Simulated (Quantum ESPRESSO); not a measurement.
# Carrying a functional's shift from two faces of Rh to a third

**Set-up.** Quantum ESPRESSO 7.5 (pw.x, pp.x), PseudoDojo norm-conserving files, cold smearing of 0.02 Ry; slabs at the tabulated lattice constant, relaxed under PBE by pw.x; both functionals on the same atoms. Work functions in eV.

| face | area an atom (Å²) | PBE | PBEsol |
| --- | --- | --- | --- |
| (111) | 6.25 | 5.164 | 5.302 |
| (100) | 7.22 | 5.105 | 5.231 |
| (110) | 10.21 | 4.716 | withheld |

To predict: What does PBEsol give for (110)?

By hand: The shifts from PBE are 5.302 − 5.164 = +0.138 eV and 5.231 − 5.105 = +0.126 eV, +0.132 eV in the mean. A rigid shift gives 4.716 + (+0.132) = 4.848 eV.

**Check.** 4.824 eV; the estimate misses by +0.024 eV. The shift is rigid within 0.03 eV, so differences between faces carry over. The measured value for this face is 4.86 eV (“Anisotropic work function of elemental crystals” (2019, arxiv:1902.07811)): PBE is off by −0.14 eV and PBEsol by −0.04 eV; other measurements of a face can differ by 0.1 to 0.2 eV.

**Limits.** Thin, unreconstructed slabs; thickness and mesh leave some 0.05 to 0.1 eV open, which largely cancels in the shift.
